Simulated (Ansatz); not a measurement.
**Grüneisen parameters and expansion of Mo (Im-3m)**

Wanted: mode Grüneisen parameters of Mo and a free-energy fit over volumes.

Method: DFT LDA, scalar-relativistic, plane waves, PAW; PAW set soft_1, in Ansatz 0.2.0.

### Step 1. The structure

Symmetry: Im-3m, No. 229, cubic system. The conventional cell has a = 3.147 Å, b = 3.147 Å, c = 3.147 Å, α = 90.00°, β = 90.00°, γ = 90.00°. Nearest to Mo lie 8 Mo at 2.73 Å.

### Step 2. Probe on a coarse mesh

Before spending time, one coarse run tells the gap and the pressure of the starting cell.

File input.yaml:

```yaml
crystal:
  lattice:
    - [-1.573415, 1.573415, 1.573415]
    - [1.573415, -1.573415, 1.573415]
    - [1.573415, 1.573415, -1.573415]
  atoms:
    - { symbol: Mo, position: [0.0, 0.0, 0.0] }
kpoints:
  mp_grid: { grid: [8, 8, 8] }
hamiltonian:
  xc: lda
  pseudopotentials: { kind: paw, azcp: { folder: soft_1 }, xc_functional: pbe }
scf:
  occupations: { method: gaussian, width: 0.1 }
  lower_state_search: "off"
output:
  forces: true
  stress: true
  eigenvalues: true
```

On the command line:

```bash
$ ansatz run input.yaml --threads 8 --pin off --max-ram 16384MiB --backend cpu --events-out ev --progress --plain --runs-dir out
```

Numbers of over 12 decimals in the logs are rounded to 6 here.

What it wrote:

```text
Engine: ansatz 0.2.0, aarch64-unknown-linux-gnu
Pseudopotentials: kind: paw
Pseudopotential: Mo, paw, valence charge 14, recommended cutoff 420 eV (normal), soft_1/Mo.paw.azcp
Functional definition: SPW92
  exchange = slater_x
  correlation = pw_c
Crystal: 1 atoms, lattice volume = 15.581 Å³
Basis set: ecut = 420 eV, 321 PW (Γ)
Bands: 11, of which v1, the nominal top of the filled ones, is band 7 counted from 1 (6 counted from 0)
Symmetry: 48 space group operations
Space group: Im-3m (ITA 229), of the structure as read, at distance tolerance 2.5e-5 Å
k-points: 29 of 512
Non-local potential: Mo, projectors of the file, l = 0: 3, l = 1: 2, l = 2: 2, l = 3: 1
PAW form: soft (Blöchl's): semilocal exchange-correlation on the pseudo side does not see the compensation charge
PAW frozen core: Mo, regenerated for the run's functional, and the local potential with it (the file was generated under x = pbe(κ = 0.804, μ = 0.219515), c = pbe(β = 0.066725))
PAW one-centre angular grid: Mo, 590 points (default); XC on 64 Gauss nodes
Initial density: superposition of atomic densities (chi_scale 0.1, normalization cell)
Initial wavefunctions: pseudopotential atomic-orbital guess
Functional: x = slater, c = lda
SCF iter   1: F=—  HF=-4843.597787 eV  |F-HF|=—  |Δ(HF+E_count)|=         —  Δρ=1.11e-1  dr2=1.88e0  ethr=3.10e-3  ⟨swp⟩=5.0  Hψ=1767  notcnv=0
preconditioner: auto → none  [insulator: Δε(μ)=0.469 eV  Ē_g=8.692 eV  σ=0.100 eV  W_gap=1.00  n_scr=0 (ndim 8)  ℏωp=23.0 eV  f_vac=0.000  D(μ)=0.00/eV (n_scr^D=0)  ε∞_Penn≈8.0]
SCF iter   2: F=—  HF=-4842.867806 eV  |F-HF|=—  |Δ(HF+E_count)|=   7.30e-1  Δρ=3.25e-2  dr2=5.38e-2  ethr=3.10e-3  ⟨swp⟩=2.1  Hψ=839  notcnv=0  defer=4
SCF iter   3: F=—  HF=-4842.852920 eV  |F-HF|=—  |Δ(HF+E_count)|=   1.49e-2  Δρ=1.32e-2  dr2=8.87e-3  ethr=3.85e-4  ⟨swp⟩=1.0  Hψ=339  notcnv=0  defer=4
SCF iter   4: F=—  HF=-4842.850352 eV  |F-HF|=—  |Δ(HF+E_count)|=   2.57e-3  Δρ=4.75e-4  dr2=9.50e-6  ethr=6.33e-5  ⟨swp⟩=1.9  Hψ=429  notcnv=0  defer=4
SCF iter   5: F=—  HF=-4842.850350 eV  |F-HF|=—  |Δ(HF+E_count)|=   2.76e-6  Δρ=7.93e-5  dr2=3.11e-7  ethr=6.79e-8  ⟨swp⟩=2.1  Hψ=517  notcnv=0  defer=4
SCF iter   6: F=-4842.850350 eV  HF=-4842.850350 eV  |F-HF|=4.56e-10  |Δ(HF+E_count)|=   1.09e-7  Δρ=6.93e-6  dr2=2.73e-9  ethr=7.14e-10  ⟨swp⟩=5.4  Hψ=1431  notcnv=0
SCF 1 converged in 6 iterations: F = -4842.850350 eV  dr2 = 2.73e-9
  greatest PAW one-centre occupation: 0.998 electrons in one spin orbital (limit 2), on the Mo atom at site 0 (counted from 0), in its partial waves of l = 0
SCF converged after 6 iterations
Free energy (F): -4842.850350 eV
Harris-Foulkes:  -4842.850350 eV  (|F-HF|=4.56e-10)
Internal energy: -4842.845630 eV  (E = F + TS)
E sigma→0 (E₀):  -4842.847990 eV
Entropy (-TS):   -0.004720 eV (-4.720 meV/atom)
Fermi energy:    20.746895 eV
--- Per-component energies (eV) ---
  E_band       = -57.433401
  E_kinetic    = 422.672545
  E_local      = -773.265765  (includes V_loc(G=0)·N_el)
  E_nonlocal   = 152.992734
  E_hartree    = 261.403433
  E_xc         = -175.372813
  E_vxc        = -219.559596  (∫ρ·V_xc dr)
  E_paw        = -3099.769835  (= ΣΔE_a)
  E_vpaw       = -163.079313  (= ΣTr[D̂ρ^β])
  E_aug_tail   = 0.000042  (compensation charges beyond the density's cutoff)
  E_ewald      = -1631.978787
  E_core_change = 0.472816  (= ΣΔE_core)
  E_smearing   = -0.004720  (= −TS)
  E_closure    = 0.000000  (closes the sum)
  Σ components = -4842.850350   (vs F -4842.850350, Δ=0.00e0)
--- Forces (eV/Å), atoms counted from 1 ---
  atom   1  Mo    -0.00000000     0.00000000     0.00000000
  max |Σ_I F_I| component: 1.85e-32 eV/Å
--- Stress (GPa, compression-positive) ---
       -8.691211      -0.000000       0.000000
       -0.000000      -8.691211       0.000000
        0.000000      -0.000000      -8.691211
  P = ⅓ Tr σ = -8.6912 GPa (-86.912 kbar)
--- Band table (eV; the first three rows and the last of 29) ---
  k-point 0: bands = [... 3 lower, -13.5765, 13.6145, 19.4912, 19.4912, 19.4912, 22.4992, 22.4992, 35.6015]
  k-point 1: bands = [... 3 lower, -13.5782, 14.2778, 19.1268, 19.4028, 20.1377, 22.0663, 22.5186, 36.0181]
  k-point 2: bands = [... 3 lower, -13.5824, 15.5893, 18.3563, 19.3017, 21.9312, 21.9789, 22.6629, 35.6213]
  k-point 28: bands = [... 3 lower, -14.5585, 15.3927, 15.3927, 24.8905, 24.8905, 24.8905, 29.9309, 29.9309]
```

Wall time 0.84 s (8 threads of Arm Neoverse V1, shared host); peak memory 0.24 GiB; 1.3 s of CPU time.

This step gave:

* pressure: -8.691 GPa
* volume per atom: 15.58 Å³/atom
* gap on the k-mesh: 0 eV

The start is under -8.7 GPa at this level and looks like a metal on this mesh.

### Step 3. A loose first relaxation

The start is far from rest, so a relaxation with loose thresholds first brings it near the minimum.

input.yaml: that of step 2 with these lines changed.

```diff
@@ -19 +19,6 @@
   eigenvalues: true
+relax:
+  adjacent_minimum: "off"
+  f_tol: 0.05
+  max_steps: 80
+  cell: { stress_tol: 0.5 }
```

What it wrote:

```text
[...]
Crystal: 1 atoms, lattice volume = 15.581 Å³
Basis set: ecut = 420 eV, 321 PW (Γ)
Bands: 11, of which v1, the nominal top of the filled ones, is band 7 counted from 1 (6 counted from 0)
Symmetry: 48 space group operations
[...]
k-points: 29 of 512
[...]
SCF iter   1: F=—  HF=-4843.597787 eV  |F-HF|=—  |Δ(HF+E_count)|=         —  Δρ=1.11e-1  dr2=1.88e0  ethr=3.10e-3  ⟨swp⟩=5.0  Hψ=1767  notcnv=0
[...]
SCF iter   6: F=-4842.850350 eV  HF=-4842.850350 eV  |F-HF|=4.56e-10  |Δ(HF+E_count)|=   1.09e-7  Δρ=6.93e-6  dr2=2.73e-9  ethr=7.14e-10  ⟨swp⟩=5.4  Hψ=1431  notcnv=0
SCF 1 converged in 6 iterations: F = -4842.850350 eV  dr2 = 2.73e-9
[...]
relax step   1: F+E_penalty+E_count = -4842.85034952 eV  Δ(F+E_penalty+E_count) = +0.000e0 eV  max|allowed force component| = 0.000e0 eV/Å  Δτ_max = 0.0000 Å  P = -8.691 GPa  Ω = 15.581 Å³  (6 SCF iters, dr2 threshold 1.00e-7 eV, accepted)
Crystal: 1 atoms, lattice volume = 14.141 Å³
Basis set: ecut = 420 eV, 249 PW (Γ)
[...]
iter 1 solved again at ethr=1.17e-5 eV; its pass at ethr=3.10e-3 eV (dr2=1.64e-3 eV) is discarded
[...]
SCF iter   5: F=-4842.806159 eV  HF=-4842.806159 eV  |F-HF|=1.95e-9  |Δ(HF+E_count)|=   1.81e-9  Δρ=7.91e-6  dr2=2.79e-9  ethr=6.84e-10  ⟨swp⟩=2.0  Hψ=1162  notcnv=0
SCF 2 converged in 5 iterations: F = -4842.806159 eV  dr2 = 2.79e-9
relax step   2: F+E_penalty+E_count = -4842.80615887 eV  Δ(F+E_penalty+E_count) = +4.419e-2 eV  max|allowed force component| = 0.000e0 eV/Å  Δτ_max = 0.0000 Å  P = +20.785 GPa  Ω = 14.141 Å³  energy of the carried Pulay correction = +3.689e-5 eV  (5 SCF iters, dr2 threshold 1.00e-7 eV, rejected (line search))
Crystal: 1 atoms, lattice volume = 15.127 Å³
[...]
SCF iter   6: F=-4842.864116 eV  HF=-4842.864116 eV  |F-HF|=1.82e-12  |Δ(HF+E_count)|=  6.28e-11  Δρ=1.37e-7  dr2=1.32e-12  ethr=1.65e-12  ⟨swp⟩=1.8  Hψ=995  notcnv=0
SCF 3 converged in 6 iterations: F = -4842.864116 eV  dr2 = 1.32e-12
relax step   3: F+E_penalty+E_count = -4842.86411621 eV  Δ(F+E_penalty+E_count) = -1.377e-2 eV  max|allowed force component| = 0.000e0 eV/Å  Δτ_max = 0.0000 Å  P = -0.822 GPa  Ω = 15.127 Å³  energy of the carried Pulay correction = +1.126e-5 eV  (6 SCF iters, accepted)
[...]
relax step   4: F+E_penalty+E_count = -4842.86422953 eV  Δ(F+E_penalty+E_count) = -1.133e-4 eV  max|allowed force component| = 0.000e0 eV/Å  Δτ_max = 0.0000 Å  P = +0.039 GPa  Ω = 15.081 Å³  energy of the carried Pulay correction = +1.242e-5 eV  (3 SCF iters, dr2 threshold 1.00e-7 eV, accepted)
[...]
SCF iter   3: F=-4842.864216 eV  HF=-4842.864216 eV  |F-HF|=2.05e-10  |Δ(HF+E_count)|=  9.03e-10  Δρ=2.58e-6  dr2=1.92e-10  ethr=7.14e-12  ⟨swp⟩=3.9  Hψ=1096  notcnv=0
SCF 5 converged in 3 iterations: F = -4842.864216 eV  dr2 = 1.92e-10
relax step   5: F+E_penalty+E_count = -4842.86421588 eV  Δ(F+E_penalty+E_count) = +1.364e-5 eV  max|allowed force component| = 0.000e0 eV/Å  Δτ_max = 0.0000 Å  P = +0.041 GPa  Ω = 15.081 Å³  stress off target by 4.10e-2 GPa  SCF on the basis re-selected at this cell (its energy is not comparable with the rows above)  (3 SCF iters)
basis re-selected at this cell: Δ(F+E_penalty+E_count) = +1.364e-5 eV, ΔP = +0.002 GPa vs the last step (what re-selecting the basis moved, of the pressure what is left beyond the Pulay correction that the steps carried, after the strain that the cell walked since its last selection, with what the two solves' SCF thresholds leave and, on support functions, any second-order correction that the steps lacked; it is no measure of the basis error at this ecutwfc). This SCF's stress stands 4.10e-2 GPa from its target on what of the cell is left free (relax.cell.stress_tol is 5.00e-1 GPa) and its largest allowed force component is 0.00e0 eV/Å (relax.f_tol is 5.00e-2 eV/Å): [rest of the remark cut]
SCF converged after 3 iterations
Free energy (F): -4842.864216 eV
[...]
Internal energy: -4842.858828 eV  (E = F + TS)
E sigma→0 (E₀):  -4842.861522 eV
Entropy (-TS):   -0.005387 eV (-5.387 meV/atom)
Fermi energy:    21.573110 eV
[...]
--- Stress (GPa, compression-positive) ---
        0.041008      -0.000000       0.000000
       -0.000000       0.041008       0.000000
        0.000000      -0.000000       0.041008
  P = ⅓ Tr σ = 0.0410 GPa (0.410 kbar)
--- Band table (eV; the first three rows and the last of 29) ---
  k-point 0: bands = [... 3 lower, -12.6863, 14.3238, 20.2424, 20.2424, 20.2424, 23.3755, 23.3755, 36.4525]
  k-point 1: bands = [... 3 lower, -12.6883, 15.0100, 19.8589, 20.1491, 20.9181, 22.9156, 23.3944, 36.9021]
  k-point 2: bands = [... 3 lower, -12.6935, 16.3207, 19.0514, 20.0735, 22.7936, 22.8338, 23.5466, 36.5662]
  k-point 28: bands = [... 3 lower, -13.7686, 15.9501, 15.9501, 25.8983, 25.8983, 25.8983, 31.0025, 31.0025]
--- Relaxed structure (4 steps of the walk, 3 accepted, 1 SCFs on fresh bases) ---
  F+E_penalty+E_count = -4842.86421588 eV   max|allowed force component| = 0.000e0 eV/Å   (the final SCF, on the basis selected at the relaxed cell)
  cell:  # Å, volume = 15.0809 Å³
    - [-1.556403, 1.556403, 1.556403]
    - [1.556403, -1.556403, 1.556403]
    - [1.556403, 1.556403, -1.556403]
  atoms:
    - { symbol: Mo, position: [0.0, 0.0, 0.0] }
```

Elapsed: 0.81 s, on 8 threads; peak memory 0.27 GiB.

Relaxation path:

```tsv
step	energy less that of the first step (eV)	largest force component (eV/Å)	pressure (GPa)	volume (Å³)
1	0.0000	0.0000	-8.69	15.58
2	0.0442	0.0000	20.79	14.14
3	-0.0138	0.0000	-0.82	15.13
4	-0.0139	0.0000	0.04	15.08
5*	-0.0139	0.0000	0.04	15.08
```

Relaxation steps marked * repeat the geometry before them on a plane-wave basis chosen anew for their cell, so energy and pressure can jump there. Relaxation step 2 was tried and not accepted.

```tsv
conventional cell, symmetrised	before	after	change
a (Å)	3.147	3.113	-1.1 %
b (Å)	3.147	3.113	-1.1 %
c (Å)	3.147	3.113	-1.1 %
volume (Å³/atom)	15.58	15.08	-3.2 %
```

The relaxed structure:

```xyz
1
Lattice="-1.5564 1.5564 1.5564 1.5564 -1.5564 1.5564 1.5564 1.5564 -1.5564" Properties=species:S:1:pos:R:3 pbc="T T T"
Mo    0.0000    0.0000    0.0000
```

Numbers from this step:

- pressure: 0.04101 GPa
- volume per atom: 15.08 Å³/atom

The relaxation ends with a pressure of 0.04 GPa.

### Step 4. Relaxation

The vibrations must be taken about the equilibrium of this functional, not about the starting cell, so the structure is relaxed.

input.yaml, the sections that differ from step 3:

```yaml
crystal:
  lattice:
    - [-1.5564031576, 1.5564031576, 1.5564031576]
    - [1.5564031576, -1.5564031576, 1.5564031576]
    - [1.5564031576, 1.5564031576, -1.5564031576]
  atoms:
    - { symbol: Mo, position: [0.0, 0.0, 0.0] }
kpoints:
  mp_grid: { grid: [18, 18, 18] }
relax:
  adjacent_minimum: "off"
  f_tol: 0.005
  max_steps: 80
  cell: { stress_tol: 0.05 }
# hamiltonian, scf, output: as in step 3
```

What it wrote:

```text
[...]
Crystal: 1 atoms, lattice volume = 15.081 Å³
Basis set: ecut = 420 eV, 321 PW (Γ)
Bands: 11, of which v1, the nominal top of the filled ones, is band 7 counted from 1 (6 counted from 0)
Symmetry: 48 space group operations
[...]
k-points: 195 of 5832
[...]
k-point 194: bands = [... 3 lower, -13.7413, 15.9710, 15.9710, 25.9345, 25.9345, 25.9345, 31.0434, 31.0434]
--- Relaxed structure (3 steps of the walk, 2 accepted, 1 SCFs on fresh bases) ---
[...]
cell:  # Å, volume = 15.0621 Å³
    - [-1.555759, 1.555759, 1.555759]
    - [1.555759, -1.555759, 1.555759]
    - [1.555759, 1.555759, -1.555759]
  atoms:
    - { symbol: Mo, position: [0.0, 0.0, 0.0] }
[key lines of the parts left out:]
SCF converged after 3 iterations
Free energy (F): -4842.887377 eV
Fermi energy:    21.748418 eV
P = ⅓ Tr σ = -0.0007 GPa (-0.007 kbar)
```

Wall time 1.7 s (8 threads); peak memory 0.32 GiB; 10 s of CPU time.

Little changed from the start: no atom moved by 0.005 Å and no cell edge by 0.1 %.

This step gave:

| Property | Result |
| --- | --- |
| pressure | -7.33e-4 GPa |
| volume per atom | 15.06 Å³/atom |

### Step 5. Relaxing to small residual forces and stress

The thresholds are tightened for a last relaxation ahead of the phonons, and where mesh or smearing change with them the cell follows.

input.yaml, the sections that differ from step 4:

```yaml
crystal:
  lattice:
    - [-1.5557586053, 1.5557586053, 1.5557586053]
    - [1.5557586053, -1.5557586053, 1.5557586053]
    - [1.5557586053, 1.5557586053, -1.5557586053]
  atoms:
    - { symbol: Mo, position: [0.0, 0.0, 0.0] }
kpoints:
  mp_grid: { grid: [20, 20, 20] }
scf:
  occupations: { method: methfessel_paxton, width: 0.2 }
  lower_state_search: "off"
relax:
  adjacent_minimum: "off"
  f_tol: 0.001
  max_steps: 60
  cell: { stress_tol: 0.01 }
# hamiltonian, output: as in step 4
```

What it wrote:

```text
[...]
Crystal: 1 atoms, lattice volume = 15.062 Å³
Basis set: ecut = 420 eV, 321 PW (Γ)
Bands: 11, of which v1, the nominal top of the filled ones, is band 7 counted from 1 (6 counted from 0)
Symmetry: 48 space group operations
[...]
k-points: 256 of 8000
[...]
k-point 255: bands = [... 3 lower, -13.7544, 15.9625, 15.9625, 25.9185, 25.9185, 25.9185, 31.0277, 31.0277]
--- Relaxed structure (3 steps of the walk, 2 accepted, 1 SCFs on fresh bases) ---
[...]
cell:  # Å, volume = 15.0691 Å³
    - [-1.556000, 1.556000, 1.556000]
    - [1.556000, -1.556000, 1.556000]
    - [1.556000, 1.556000, -1.556000]
  atoms:
    - { symbol: Mo, position: [0.0, 0.0, 0.0] }
[key lines of the parts left out:]
SCF converged after 3 iterations
Free energy (F): -4842.888875 eV
Fermi energy:    21.729541 eV
P = ⅓ Tr σ = 0.0002 GPa (0.002 kbar)
```

Elapsed: 2 s, on 8 threads; peak memory 0.34 GiB.

Little changed from the start: no atom moved by 0.005 Å and no cell edge by 0.1 %.

Numbers from this step:

- pressure: 1.55e-4 GPa
- volume per atom: 15.07 Å³/atom

The residual pressure is 1.5e-4 GPa, small enough for phonons.

(Part 1 of 3 ends here.)

[Logs are printed without paths, hosts, clocks, repeated set-up lines and the standing remarks that a program may print on its own settings, such as how far it seeks lower states.]

[Hosts, paths, dates, database ids (printed as entryN), source tags and the programs' standing remarks are cut or masked in the printed files.]

[A step with changed settings may run another functional than the one named; its input shows which.]

[Of the runs on displaced cells, only some may be shown.]
